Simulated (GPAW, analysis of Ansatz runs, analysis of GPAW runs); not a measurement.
## Charge-transition level of interstitial Mn in Si (PBE) (GPAW)

Subject: interstitial Mn in Si. Wanted: its charge-transition level, in one set-up (PBE, plane waves 500 eV, 64-site cell, PBE lattice, k: the zone centre alone then 2x2x2 shifted, symmetric start, dielectric constants 11.7 and 11.7 (handbook)). The model is a cell of 64 host atoms with 1 Mn put in. The level is the Fermi energy at which two charge states have equal formation energy, after a correction for the images of the charge. Another start tests whether the structure found is the lowest.

**The experiment.** (+1/0) level below the conduction-band bottom: 0.42 eV, by DLTS (quoted in “Electronic structure of transition-atom impurities in semiconductors: Substitutional 3d impurities in silicon”, 1983, A. Zunger and U. Lindefelt, quoting earlier work (1981)).

Program: GPAW 26.7.0. Level of theory: GPAW plane-wave PAW DFT, PBE; relaxation of all atoms of a defect supercell. Results are calculated unless marked as measured.

Report form: the programs' logs are mostly left out.

## 1. Starting point

The cell holds 65 atoms: 64 Si and 1 Mn. Cell: a = 10.950 Å, b = 10.950 Å, c = 10.950 Å, α = 90.0°, β = 90.0°, γ = 90.0°. It derives from Si (space group Fd-3m). Nearest the centre at fractional (0.625, 0.625, 0.125): Mn65 at 0.00 Å, Si50 at 2.37 Å, Si52 at 2.37 Å, Si49 at 2.37 Å, Si51 at 2.37 Å, Si54 at 2.74 Å, Si55 at 2.74 Å, Si53 at 2.74 Å. The cell carries charge +1.

The host's primitive cell comes from a first run (GPAW plane-wave PAW DFT, PBE; relaxation of cell and atoms of a defect-free cell): vectors of 3.871, 3.871 and 3.871 Å. That is 20.51 Å³ an atom, 2.4 % over the diffraction cell's volume. The supercell is built on it.

## 2. Relaxation, charge +1

Every later number rests on the structure around the defect, so the atoms are relaxed at the host's lattice first.

run.py

```python
import numpy as np
from ase.io import read, write
from ase.parallel import parprint, world
from gpaw import GPAW, PW
from ase.optimize import BFGS

atoms = read('POSCAR')
magmoms = np.zeros(len(atoms))
magmoms[[64]] = 4 / 1
atoms.set_initial_magnetic_moments(magmoms)
calc = GPAW(mode=PW(500),
            xc='PBE',
            kpts={'size': (1, 1, 1), 'gamma': True},
            charge=1,
            occupations={'name': 'fermi-dirac', 'width': 0.01, 'fixmagmom': True},
            nbands=145,
            convergence={'density': 1e-05, 'forces': 0.001},
            maxiter=150,
            symmetry='off',
            txt='gpaw.txt')
atoms.calc = calc
opt = BFGS(atoms, trajectory='relax.traj', logfile='-')
done = opt.run(fmax=0.02, steps=80)
parprint('Converged:', done)
energy = atoms.get_potential_energy()
forces = atoms.get_forces()
parprint(f'Energy: {energy:.6f} eV, largest force {np.linalg.norm(forces, axis=1).max():.4f} eV/A')
calc.write('gs.gpw')
write('final.xyz', atoms)
parprint('Moments:', atoms.get_magnetic_moments().round(3))
for s in range(calc.get_number_of_spins()):
    parprint('Levels (eV), spin', s, calc.get_eigenvalues(kpt=0, spin=s)[-16:].round(3))
```

POSCAR

```
Si Mn
 1.0000000000000000
    10.9496899409217718    0.0000000000000009    0.0000000000000000
    -0.0000000000000036   10.9496899409217754    0.0000000000000000
     0.0000000000000000    0.0000000000000009   10.9496899409217718
 Si  Mn 
  64   1
Direct
  0.0000000004355884  0.0000000004355882  0.2500000004355883
  0.0000000004355884  0.2500000004355882  0.0000000004355883
  0.2500000004355884  0.0000000004355882  0.0000000004355883
  0.2500000004355884  0.2500000004355882  0.2500000004355883
  0.1250000001967486  0.1250000001967483  0.3750000001967486
  0.1250000001967486  0.3750000001967483  0.1250000001967486
  0.3750000001967486  0.1250000001967483  0.1250000001967486
  0.3750000001967486  0.3750000001967483  0.3750000001967486
  0.0000000004355884  0.0000000004355882  0.7500000004355881
  0.0000000004355884  0.2500000004355882  0.5000000004355882
  0.2500000004355884  0.0000000004355882  0.5000000004355882
  0.2500000004355884  0.2500000004355882  0.7500000004355881
  0.1250000001967486  0.1250000001967483  0.8750000001967486
  0.1250000001967486  0.3750000001967483  0.6250000001967486
  0.3750000001967486  0.1250000001967483  0.6250000001967486
  0.3750000001967486  0.3750000001967483  0.8750000001967486
  0.0000000004355884  0.5000000004355882  0.2500000004355883
  0.0000000004355884  0.7500000004355882  0.0000000004355883
  0.2500000004355884  0.5000000004355882  0.0000000004355883
  0.2500000004355884  0.7500000004355882  0.2500000004355883
  0.1250000001967486  0.6250000001967483  0.3750000001967486
  0.1250000001967486  0.8750000001967482  0.1250000001967486
  0.3750000001967486  0.6250000001967483  0.1250000001967486
  0.3750000001967486  0.8750000001967482  0.3750000001967486
  0.0000000004355884  0.5000000004355882  0.7500000004355881
  0.0000000004355884  0.7500000004355882  0.5000000004355882
  0.2500000004355884  0.5000000004355882  0.5000000004355882
  0.2500000004355884  0.7500000004355882  0.7500000004355881
  0.1250000001967486  0.6250000001967483  0.8750000001967486
  0.1250000001967486  0.8750000001967482  0.6250000001967486
  0.3750000001967486  0.6250000001967483  0.6250000001967486
  0.3750000001967486  0.8750000001967482  0.8750000001967486
  0.5000000004355883  0.0000000004355882  0.2500000004355883
  0.5000000004355883  0.2500000004355882  0.0000000004355883
  0.7500000004355885  0.0000000004355882  0.0000000004355883
  0.7500000004355885  0.2500000004355882  0.2500000004355883
  0.6250000001967486  0.1250000001967483  0.3750000001967486
  0.6250000001967486  0.3750000001967482  0.1250000001967486
  0.8750000001967486  0.1250000001967483  0.1250000001967486
  0.8750000001967486  0.3750000001967482  0.3750000001967486
  0.5000000004355883  0.0000000004355882  0.7500000004355881
  0.5000000004355883  0.2500000004355882  0.5000000004355882
  0.7500000004355885  0.0000000004355882  0.5000000004355882
  0.7500000004355885  0.2500000004355882  0.7500000004355881
  0.6250000001967486  0.1250000001967483  0.8750000001967486
  0.6250000001967486  0.3750000001967482  0.6250000001967486
  0.8750000001967486  0.1250000001967483  0.6250000001967486
  0.8750000001967486  0.3750000001967482  0.8750000001967486
  0.5000000004355883  0.5000000004355881  0.2500000004355883
  0.5000000004355883  0.7500000004355882  0.0000000004355883
  0.7500000004355885  0.5000000004355882  0.0000000004355883
  0.7500000004355885  0.7500000004355882  0.2500000004355883
  0.6250000001967486  0.6250000001967482  0.3750000001967486
  0.6250000001967486  0.8750000001967484  0.1250000001967486
  0.8750000001967486  0.6250000001967482  0.1250000001967486
  0.8750000001967486  0.8750000001967484  0.3750000001967486
  0.5000000004355883  0.5000000004355881  0.7500000004355881
  0.5000000004355883  0.7500000004355882  0.5000000004355882
  0.7500000004355885  0.5000000004355882  0.5000000004355882
  0.7500000004355885  0.7500000004355882  0.7500000004355881
  0.6250000001967486  0.6250000001967482  0.8750000001967486
  0.6250000001967486  0.8750000001967484  0.6250000001967486
  0.8750000001967486  0.6250000001967482  0.6250000001967486
  0.8750000001967486  0.8750000001967484  0.8750000001967486
  0.6250000004355883  0.6250000004355882  0.1250000004355883
```

On the command line:

```sh
> OMP_NUM_THREADS=1 mpirun -n 4 gpaw python run.py > stdout
```

It took 33 min on 4 MPI ranks of Arm Neoverse V2, shared host; peak memory 2.5 GiB.

The steps of the relaxation (22 of 25):

```
step  energy less that of the first step (eV)
   0                                   0.0000
   1                                  -0.0427
   2                                  -0.0957
   3                                  -0.1006
   5                                  -0.1158
   6                                  -0.1177
   7                                  -0.1239
   8                                  -0.1288
   9                                  -0.1385
  10                                  -0.1467
  11                                  -0.1562
  13                                  -0.1701
  14                                  -0.1748
  15                                  -0.1792
  16                                  -0.1822
  17                                  -0.1838
  18                                  -0.1845
  19                                  -0.1849
  21                                  -0.1856
  22                                  -0.1858
  23                                  -0.1860
  24                                  -0.1862
```

The atoms that moved most (Å):

| atom | dx | dy | dz | length |
| --- | --- | --- | --- | --- |
| Mn65 | -0.056 | -0.054 | -0.054 | 0.095 |
| Si50 | -0.024 | 0.087 | -0.025 | 0.094 |
| Si49 | -0.023 | -0.025 | 0.087 | 0.094 |
| Si51 | 0.086 | -0.022 | -0.022 | 0.091 |
| Si32 | -0.050 | 0.011 | -0.048 | 0.070 |
| Si8 | -0.050 | -0.048 | 0.011 | 0.070 |
| Si48 | 0.008 | -0.047 | -0.047 | 0.068 |
| Si55 | 0.058 | -0.010 | -0.010 | 0.060 |

Neighbours of Mn65 at the end:

```csv
atom,distance (Å)
Si51,2.419
Si49,2.421
Si50,2.421
Si52,2.454
Si23,2.662
Si61,2.666
Si38,2.666
Si54,2.847
Si53,2.847
Si55,2.852
```

Read from the output:

```
total moment : 4.000 μB
```

From the first step to the last the energy fell by 0.186 eV, and the largest move was 0.09 Å (Mn65 and 2 other atoms alike). Judged within 0.08 Å, the space group went from P-43m to R3m.

## 3. Single point, charge +1

The relaxed structure is kept, and the final numbers are taken at the final level and k-points.

This step: GPAW plane-wave PAW DFT, PBE; single point of a defect supercell.

run.py

```python
import numpy as np
from ase.io import read, write
from ase.parallel import parprint, world
from gpaw import GPAW, PW

atoms = read('POSCAR')
magmoms = np.zeros(len(atoms))
magmoms[[64]] = 4 / 1
atoms.set_initial_magnetic_moments(magmoms)
calc = GPAW(mode=PW(500),
            xc='PBE',
            kpts={'size': (2, 2, 2), 'gamma': False},
            charge=1,
            occupations={'name': 'fermi-dirac', 'width': 0.01, 'fixmagmom': True},
            nbands=145,
            convergence={'density': 1e-05, 'bands': 142},
            maxiter=150,
            symmetry={},
            txt='gpaw.txt')
atoms.calc = calc
energy = atoms.get_potential_energy()
forces = atoms.get_forces()
parprint(f'Energy: {energy:.6f} eV, largest force {np.linalg.norm(forces, axis=1).max():.4f} eV/A')
calc.write('gs.gpw')
write('final.xyz', atoms)
parprint('Moments:', atoms.get_magnetic_moments().round(3))
for s in range(calc.get_number_of_spins()):
    parprint('Levels (eV), spin', s, calc.get_eigenvalues(kpt=0, spin=s)[-16:].round(3))
field = calc.get_electrostatic_potential()
if world.rank == 0:
    np.save('potential.npy', field)
field = calc.get_pseudo_density()
if world.rank == 0:
    np.save('density.npy', field)
field = calc.get_pseudo_density(spin=0) - calc.get_pseudo_density(spin=1)
if world.rank == 0:
    np.save('spin.npy', field)
```

POSCAR

```
Si Mn
 1.0000000000000000
    10.9496899409217718    0.0000000000000009    0.0000000000000000
    -0.0000000000000036   10.9496899409217754    0.0000000000000000
     0.0000000000000000    0.0000000000000009   10.9496899409217718
 Si  Mn 
  64   1
Direct
 -0.0005032151622310 -0.0005760135706152  0.2497340659647758
  0.0008079909155178  0.2509401759159483  0.0009743125200404
[... 16 atom lines left out ...]
  0.2523325368030840  0.5001819813665832  0.0001863093851065
[... 3 atom lines left out ...]
  0.3768614903494356  0.6246172464153120  0.1246088042092212
[... 14 atom lines left out ...]
  0.6245943745347977  0.3767099463323028  0.1247176474738643
[... 10 atom lines left out ...]
  0.4978580224109150  0.4977600004572527  0.2579625857206891
  0.4978422785861191  0.7579704078178968 -0.0022498216965883
  0.7578438042330028  0.4980115463927871 -0.0019823593286307
  0.7494848634325026  0.7493399068165100  0.2493484239947490
  0.6240452475702498  0.6239650151614105  0.3800511852347190
  0.6240373633287358  0.8800358075882471  0.1239624215227536
  0.8802875453100342  0.6240730903677757  0.1240783407868468
[... 5 atom lines left out ...]
  0.6245872364331327  0.6247190913082739  0.8767195748733561
[... 3 atom lines left out ...]
  0.6198931217799032  0.6200737972155246  0.1200616042182954
```

Wall time 19 min (4 MPI ranks); peak memory 4.8 GiB.

This step gave:

```yaml
total_moment: 4.000 μB
```

## 4. Relaxation, charge 0

run.py

```python
import numpy as np
from ase.io import read, write
from ase.parallel import parprint, world
from gpaw import GPAW, PW
from ase.optimize import BFGS

atoms = read('POSCAR')
magmoms = np.zeros(len(atoms))
magmoms[[64]] = 3 / 1
atoms.set_initial_magnetic_moments(magmoms)
calc = GPAW(mode=PW(500),
            xc='PBE',
            kpts={'size': (1, 1, 1), 'gamma': True},
            occupations={'name': 'fermi-dirac', 'width': 0.01, 'fixmagmom': True},
            nbands=145,
            convergence={'density': 1e-05, 'forces': 0.001},
            maxiter=150,
            symmetry='off',
            txt='gpaw.txt')
atoms.calc = calc
opt = BFGS(atoms, trajectory='relax.traj', logfile='-')
done = opt.run(fmax=0.02, steps=80)
parprint('Converged:', done)
energy = atoms.get_potential_energy()
forces = atoms.get_forces()
parprint(f'Energy: {energy:.6f} eV, largest force {np.linalg.norm(forces, axis=1).max():.4f} eV/A')
calc.write('gs.gpw')
write('final.xyz', atoms)
parprint('Moments:', atoms.get_magnetic_moments().round(3))
for s in range(calc.get_number_of_spins()):
    parprint('Levels (eV), spin', s, calc.get_eigenvalues(kpt=0, spin=s)[-16:].round(3))
```

POSCAR

```
Si Mn
 1.0000000000000000
    10.9496899409217718    0.0000000000000009    0.0000000000000000
    -0.0000000000000036   10.9496899409217754    0.0000000000000000
     0.0000000000000000    0.0000000000000009   10.9496899409217718
 Si  Mn 
  64   1
Direct
  0.0000000004355884  0.0000000004355882  0.2500000004355883
  0.0000000004355884  0.2500000004355882  0.0000000004355883
[... 17 atom lines left out ...]
  0.2500000004355884  0.7500000004355882  0.2500000004355883
[... 2 atom lines left out ...]
  0.3750000001967486  0.6250000001967483  0.1250000001967486
[... 14 atom lines left out ...]
  0.6250000001967486  0.3750000001967482  0.1250000001967486
[... 10 atom lines left out ...]
  0.5000000004355883  0.5000000004355881  0.2500000004355883
  0.5000000004355883  0.7500000004355882  0.0000000004355883
  0.7500000004355885  0.5000000004355882  0.0000000004355883
  0.7500000004355885  0.7500000004355882  0.2500000004355883
  0.6250000001967486  0.6250000001967482  0.3750000001967486
  0.6250000001967486  0.8750000001967484  0.1250000001967486
  0.8750000001967486  0.6250000001967482  0.1250000001967486
[... 5 atom lines left out ...]
  0.6250000001967486  0.6250000001967482  0.8750000001967486
[... 3 atom lines left out ...]
  0.6250000004355883  0.6250000004355882  0.1250000004355883
```

Run time: 33 min. Hardware: 4 MPI ranks; peak memory 2.5 GiB.

Relaxation path (22 of 26):

```
step  energy less that of the first step (eV)
   0                                   0.0000
   1                                  -0.0404
   2                                  -0.0832
   4                                  -0.0959
   5                                  -0.0966
   6                                  -0.0978
   7                                  -0.0983
   8                                  -0.1033
  10                                   0.6259
  11                                  -0.1215
  12                                  -0.1254
  13                                  -0.1293
  14                                  -0.1364
  15                                  -0.1425
  17                                  -0.1499
  18                                  -0.1519
  19                                  -0.1532
  20                                  -0.1538
  21                                  -0.1541
  23                                  -0.1550
  24                                  -0.1553
  25                                  -0.1555
```

The atoms that moved most (Å):

```csv
atom,dx,dy,dz,length
Si52,0.014,0.074,0.074,0.105
Si51,0.009,-0.072,-0.072,0.102
Mn65,0.077,0.002,0.002,0.077
Si56,0.064,0.026,0.026,0.074
Si48,0.062,-0.022,-0.022,0.070
Si23,-0.065,0.000,0.000,0.065
Si55,-0.058,0.001,0.001,0.058
Si18,-0.035,-0.014,0.013,0.039
```

Neighbours of Mn65 at the end:

| atom | distance (Å) |
| --- | --- |
| Si51 | 2.419 |
| Si52 | 2.420 |
| Si49 | 2.430 |
| Si50 | 2.430 |
| Si55 | 2.603 |
| Si54 | 2.749 |
| Si53 | 2.749 |
| Si61 | 2.757 |
| Si38 | 2.757 |

Numbers from this step:

- total moment: 3.000 μB

From the first step to the last the energy fell by 0.155 eV, and the largest move was 0.11 Å (Si52). Judged within 0.08 Å, the space group went from P-43m to Cmm2.

## 5. Single point, charge 0

This step: GPAW plane-wave PAW DFT, PBE; single point of a defect supercell.

run.py

```python
import numpy as np
from ase.io import read, write
from ase.parallel import parprint, world
from gpaw import GPAW, PW

atoms = read('POSCAR')
magmoms = np.zeros(len(atoms))
magmoms[[64]] = 3 / 1
atoms.set_initial_magnetic_moments(magmoms)
calc = GPAW(mode=PW(500),
            xc='PBE',
            kpts={'size': (2, 2, 2), 'gamma': False},
            occupations={'name': 'fermi-dirac', 'width': 0.01, 'fixmagmom': True},
            nbands=145,
            convergence={'density': 1e-05, 'bands': 142},
            maxiter=150,
            symmetry={},
            txt='gpaw.txt')
atoms.calc = calc
energy = atoms.get_potential_energy()
forces = atoms.get_forces()
parprint(f'Energy: {energy:.6f} eV, largest force {np.linalg.norm(forces, axis=1).max():.4f} eV/A')
calc.write('gs.gpw')
write('final.xyz', atoms)
parprint('Moments:', atoms.get_magnetic_moments().round(3))
for s in range(calc.get_number_of_spins()):
    parprint('Levels (eV), spin', s, calc.get_eigenvalues(kpt=0, spin=s)[-16:].round(3))
field = calc.get_electrostatic_potential()
if world.rank == 0:
    np.save('potential.npy', field)
field = calc.get_pseudo_density()
if world.rank == 0:
    np.save('density.npy', field)
field = calc.get_pseudo_density(spin=0) - calc.get_pseudo_density(spin=1)
if world.rank == 0:
    np.save('spin.npy', field)
```

POSCAR

```
Si Mn
 1.0000000000000000
    10.9496899409217718    0.0000000000000009    0.0000000000000000
    -0.0000000000000036   10.9496899409217754    0.0000000000000000
     0.0000000000000000    0.0000000000000009   10.9496899409217718
 Si  Mn 
  64   1
Direct
  0.0007732081954539  0.0022378231833236  0.2479283646064106
  0.0006934278542102  0.2477537633153863  0.0020344475615466
[... 15 atom lines left out ...]
 -0.0031524436021694  0.7487501695696254  0.0011715929920587
[... 4 atom lines left out ...]
  0.3690417602509600  0.6249940461258299  0.1249844787737243
[... 14 atom lines left out ...]
  0.6260099022879696  0.3734509188901983  0.1237129770165862
[... 10 atom lines left out ...]
  0.4969919659242779  0.5003020605658203  0.2494133217227973
  0.4969828779957122  0.7494149262923520  0.0002946777504577
  0.7508561022603607  0.4934435558588204 -0.0065548002169236
  0.7513157728105917  0.7567239232074976  0.2567328266980454
  0.6261138869675489  0.6263635406120580  0.3761564448146619
  0.6261094073886508  0.8761458618245030  0.1263602337111954
  0.8697033469788217  0.6251091279232870  0.1251080046458995
[... 5 atom lines left out ...]
  0.6260044044153975  0.6237179095342558  0.8734565464047169
[... 3 atom lines left out ...]
  0.6320026610194077  0.6251510797961235  0.1251421581244014
```

Elapsed: 17 min, on 4 MPI ranks; peak memory 4.8 GiB; 68 min of CPU time.

This step gave:

```yaml
total_moment: 3.000 μB
```

## 6. Charge-transition levels

Analysis of the runs above: levels from GPAW plane-wave PAW DFT, PBE energies with an image-charge correction aligned at atomic sites (own code after Kumagai and Oba).

It gives:

* gap: 0.6202 eV

## 7. Outcome

```json
{
  "static dielectric constant used": "11.7",
  "band gap of the host": "0.62 eV",
  "(plus 1/0) level below the conduction-band bottom": "0.39 eV"
}
```

(+1/0) level below the conduction-band bottom: computed 0.39 eV, measured 0.42 eV; 0.03 eV shallower than the measurement. The level is counted in a gap of 0.62 eV, and the correction is screened by a dielectric constant of 11.7 from a handbook. Levels hang on the band edges, which semilocal functionals place too close together.

[Logs are printed without paths, hosts, clocks, repeated set-up lines and the standing remarks that a program may print on its own settings, such as how far it seeks lower states.]

[Hosts, paths, dates, database ids (printed as entryN), source tags and the programs' standing remarks are cut or masked in the printed files.]

[For some hosts the program warned that the k-mesh of the response run may be too coarse for force constants and the static dielectric constant; such warnings are not shown here.]
